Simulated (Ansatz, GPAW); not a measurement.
# 1T-VSeTe monolayer: simulated STM images, part 2 of 3

Wanted: filled- and empty-state images of 1T-VSeTe monolayer, with its work function.

GPAW 26.7.0 and Ansatz 0.2.0; Ansatz plane waves; layer without images along its normal, relaxation of atoms and in-plane cell (the session's first sound run).

So far. Step 2 (Relaxation): The relaxation lowered the energy of the cell by 0.192 eV.

### Step 3. The slab's potential

With the geometry fixed, the planar mean of the potential gives the vacuum level on each side.

This step: GPAW, PAW setups; slab in vacuum (GPAW 26.7.0).

The cell differs from the one that the last finished run ended in (c 30.964 → 21.290 Å).

The input, run.py:

```python
import json
import numpy as np
from ase import Atoms
from ase.dft.stm import STM
from gpaw import GPAW, PW

slab = Atoms(
    ['Te', 'V', 'Se'],
    positions=[
        [1.74459, 1.00724, 9.00000],
        [0.00000, -0.00000, 10.83313],
        [0.00000, 2.01448, 12.29002]],
    cell=[[3.48918, 0.0, 0.0], [-1.74459, 3.02172, 0.0], [0.0, 0.0, 21.29]],
    pbc=[True, True, False],
    magmoms=[0.0, 1.0, 0.0])

slab.calc = GPAW(mode=PW(400), xc='PBE', kpts={'size': (9, 9, 1), 'gamma': True},
                 occupations={'name': 'fermi-dirac', 'width': 0.05}, nbands='140%',
                 convergence={'density': 1e-05}, maxiter=200,
                 poissonsolver={'dipolelayer': 'xy'},
                 symmetry={'tolerance': 1e-3}, txt='slab.txt')
result = {}
energy = slab.get_potential_energy()
fermi = slab.calc.get_fermi_level()
v = slab.calc.get_electrostatic_potential().mean((0, 1)) - fermi
n = slab.calc.get_pseudo_density().mean((0, 1))
L = slab.cell[2, 2]
z = np.arange(len(v)) * L / len(v)
low, high = slab.positions[:, 2].min(), slab.positions[:, 2].max()
below, above = np.interp([low - 6.8, high + 6.8], z, v)
slopes = [np.interp(x, z, np.gradient(v, z)) for x in (low - 6.8, high + 6.8)]
eps = np.array([[slab.calc.get_eigenvalues(k, s) for k in range(len(slab.calc.get_ibz_k_points()))]
                for s in range(slab.calc.get_number_of_spins())]) - fermi
top, bottom = eps[eps < 0].max(), eps[eps > 0].min()
dipole = slab.get_dipole_moment()[2]
print(f'energy {energy:.4f} eV, Fermi level {fermi:.4f} eV, dipole {dipole:.5f} e A')
print(f'potential 6.8 A off the faces, from the Fermi level: lower {below:.4f} eV, upper {above:.4f} eV')
print(f'slope of the potential there: lower {slopes[0]:.5f}, upper {slopes[1]:.5f} eV/A')
print(f'nearest levels on the mesh: {top:.4f} and {bottom:.4f} eV')
print('magnetic moment', round(slab.get_magnetic_moment(), 3))
result.update(energy=energy, fermi=fermi, dipole=dipole, below=below, above=above, slopes=slopes, edges=[top, bottom],
              z=z.tolist(), v=v.tolist(), n=n.tolist(), positions=slab.positions.tolist(),
              forces=slab.get_forces(apply_constraint=False).tolist(), moments=slab.get_magnetic_moments().tolist())

# Images need the states of the whole zone, up to time reversal
slab.calc = slab.calc.fixed_density(symmetry={'point_group': False}, txt='states.txt',
                                    convergence={'bands': 'CBM+0.8'})
stm = STM(slab)
result['stm'] = []
for bias in [-0.5, 0.5]:
    height = high + 3.0
    current = stm.get_averaged_current(bias, height)
    x, y, h = stm.scan(bias, current)
    i, f = divmod(height / L * stm.ldos.shape[2], 1)
    I = abs((1 - f) * stm.ldos[:, :, int(i)] + f * stm.ldos[:, :, int(i) + 1])
    print(f'bias {bias} V: mean current at 3.0 A {current:.4e}, corrugation {np.ptp(h):.4f} A')
    result['stm'].append(dict(bias=bias, current=current, h=(h - high).tolist(), I=I.tolist()))
json.dump(result, open('result.json', 'w'))
```

On the command line:

```console
OMP_NUM_THREADS=1 OPENBLAS_NUM_THREADS=1 python run.py
```

What it wrote:

```text
energy -16.6861 eV, Fermi level -1.1700 eV, dipole -0.03085 e A
potential 6.8 A off the faces, from the Fermi level: lower 4.4995 eV, upper 5.0255 eV
slope of the potential there: lower 0.00007, upper -0.00003 eV/A
nearest levels on the mesh: -0.0303 and 0.0390 eV
magnetic moment 0.912
bias -0.5 V: mean current at 3.0 A 4.6002e-05, corrugation 0.5271 A
bias 0.5 V: mean current at 3.0 A 5.6494e-05, corrugation 0.4812 A
```

Run time: 2 min. Hardware: 1 thread of Intel Xeon Platinum 8488C (Sapphire Rapids), shared host; peak memory 0.42 GiB.

Numbers from this step:

| Item | Value |
| --- | --- |
| dipole along the normal | -0.03085 e·Å |
| levels nearest the Fermi level on the mesh | -0.03025, 0.03895 eV from the Fermi level |
| upper work function | 5.026 eV |
| lower work function | 4.499 eV |
| site moments | -0.06590, 0.9176, -0.02995 μB |
| corrugation -0.5 | 0.5271 Å |
| corrugation 0.5 | 0.4812 Å |
| sum of the site moments | 0.8217 μB |

Electrostatic potential energy of an electron (without an applied field's), less the Fermi level, planar mean against z:

z (Å), electrostatic potential energy of an electron (without an applied field's), less the Fermi level, planar mean (eV) and a bar from the least value:
```
        0        4.8 ##############################
        1        4.5 #############################
        2        4.5 #############################
        3        4.5 #############################
        4        4.5 #############################
        5        4.5 #############################
        6        4.5 #############################
        7        4.2 #############################
        8        0.4 #########################
        9      -21.5 
       10       -3.3 #####################
       11      -11.1 ############
       12      -12.9 ##########
       13       -0.6 ########################
       14        4.7 ##############################
       15        5.0 ##############################
       16        5.0 ##############################
       17        5.0 ##############################
       18        5.0 ##############################
       19        5.0 ##############################
       20        5.0 ##############################
       21        5.0 ##############################
```

Pseudo valence density, planar mean against z:

| z (Å) | pseudo valence density, planar mean (e/Å³) |
| --- | --- |
| 0.00 | 0 |
| 0.64 | 0 |
| 1.06 | 0 |
| 1.70 | 0 |
| 2.34 | 0 |
| 2.77 | 0 |
| 3.41 | 1.7e-6 |
| 4.05 | 0 |
| 4.47 | 7.5e-6 |
| 5.11 | 5.6e-5 |
| 5.75 | 3.2e-4 |
| 6.17 | 0.00106 |
| 6.81 | 0.00647 |
| 7.45 | 0.0387 |
| 7.88 | 0.116 |
| 8.52 | 0.305 |
| 9.15 | 0.165 |
| 9.58 | 0.359 |
| 10.22 | 0.362 |
| 10.86 | 1.44 |
| 11.50 | 0.427 |
| 11.92 | 0.419 |
| 12.56 | 0.324 |
| 13.20 | 0.147 |
| 13.63 | 0.0445 |
| 14.26 | 0.00635 |
| 14.90 | 9.1e-4 |
| 15.33 | 2.5e-4 |
| 15.97 | 4.2e-5 |
| 16.61 | 4.6e-6 |
| 17.03 | 0 |
| 17.67 | 1.5e-6 |
| 18.31 | 0 |
| 18.74 | 0 |
| 19.37 | 0 |
| 20.01 | 0 |
| 20.44 | 0 |
| 21.08 | 0 |

Tip height over the top atom over a1 and a2. Sample bias -0.5 V, constant current at the mean current 3.0 Å over the top atom.

Ten even steps from '_' (2.67 Å) to '@' (3.20 Å):
```
__..::==++****##%%%%##****++==::..__
..::==++**##%%%%%%%%%%##**++==::....
::==++**##%%@@@@@@@@%%##**++==::::::
==++**##%%@@@@@@@@@@%%##**++==--::--
++**##%%@@@@@@@@@@@@%%##**++==----==
****%%@@@@@@@@@@@@@@%%****++==--==++
**##%%@@@@@@@@@@@@%%##**++========++
##%%%%@@@@@@@@@@%%%%##**++======++**
##%%%%@@@@@@@@%%%%##**++========++**
####%%%%%%%%%%####**++==========++**
****########******++============++**
**************++++======--======++++
++++++++++++++====================++
====================================
::::::::------================------
......::::--====++++++++++====--::::
____..::--==++++********++++==--::..
____..::==++****######****++==::..__
```
Columns: a1 from 0 to 0.944; rows upwards: a2 from 0 to 0.944.

Local density of states summed over the bias window over a1 and a2. Sample bias -0.5 V, constant height 3.0 Å over the top atom.

Ten even steps from '_' (2.58 × 1e-5 arbitrary) to '@' (8.14 × 1e-5 arbitrary):
```
____....::--==++++++++==--::....____
__....::--++****##****++--::....____
....::==++**##%%%%##**++==::....____
..::--++**%%%%@@%%%%**++--::....__..
::--++**%%@@@@@@@@%%**++--::........
--==**##%%@@@@@@%%##**==--::......::
==++**%%@@@@@@@@%%**++==--::....::--
==++##%%%%@@%%%%##++==--::::..::::--
==++**##%%%%##**++==--::::::::::::--
==++**********++==----::::..::::----
====++++++++====--::::::....::::::--
------==--------::::::......::::::--
::::::::::::::::::::........::::::::
..................::::::::::........
................::::::::::::........
__________....::::::--::::::....____
________....::------------::....____
______....::--==========--::....____
```
Columns: a1 from 0 to 0.944; rows upwards: a2 from 0 to 0.944.

Tip height over the top atom over a1 and a2. Sample bias 0.5 V, constant current at the mean current 3.0 Å over the top atom.

Ten even steps from '_' (2.71 Å) to '@' (3.19 Å):
```
__..::--++****########****++--::..__
..::--++**##%%%%%%%%%%##**++--::..__
::--++**##%%@@@@@@@@%%##**++--::....
--++**##%%@@@@@@@@@@%%##**++--::::::
++**##%%@@@@@@@@@@@@%%##**++--------
++**%%@@@@@@@@@@@@@@%%**++====--====
**##%%@@@@@@@@@@@@%%##**++========++
**##%%@@@@@@@@@@%%##****++======++**
####%%@@@@@@@@%%####**++========++**
**##%%%%%%%%%%##****++++======++++**
****########******++++========++++**
++**********++++++==============++++
++++++++++++========================
------------======================--
::::::::::----======++++======----::
........::--====++++++++++====--::..
______..::--==++********++==--::..__
____..::--++++****##****++++--::..__
```
Columns: a1 from 0 to 0.944; rows upwards: a2 from 0 to 0.944.

Local density of states summed over the bias window over a1 and a2. Sample bias 0.5 V, constant height 3.0 Å over the top atom.

Ten even steps from '0' (3.30 × 1e-5 arbitrary) to '9' (9.49 × 1e-5 arbitrary):
```
001123456654321100
011245667665421100
112456788765421100
124568898865421111
235689999865321111
346789998764322122
456899998654322223
467889887643222223
566788766543222234
456666654432222234
445555443322222233
334443332222222223
222222222222222222
111111222222222221
111111122222222111
000011222333222110
000011233443321100
000112344544321100
```
Columns: a1 from 0 to 0.944; rows upwards: a2 from 0 to 0.944.

The potential is flat to 6.7e-5 eV/Å where it is read, so the vacuum is wide enough. The geometry is the other program's minimum; here the largest force on a free atom is 0.049 eV/Å.

[end of part 2 of 3]

[Logs are printed without paths, hosts, clocks, repeated set-up lines and the standing remarks that a program may print on its own settings, such as how far it seeks lower states.]

[Hosts, paths, dates, database ids (printed as entryN), source tags and the programs' standing remarks are cut or masked in the printed files.]
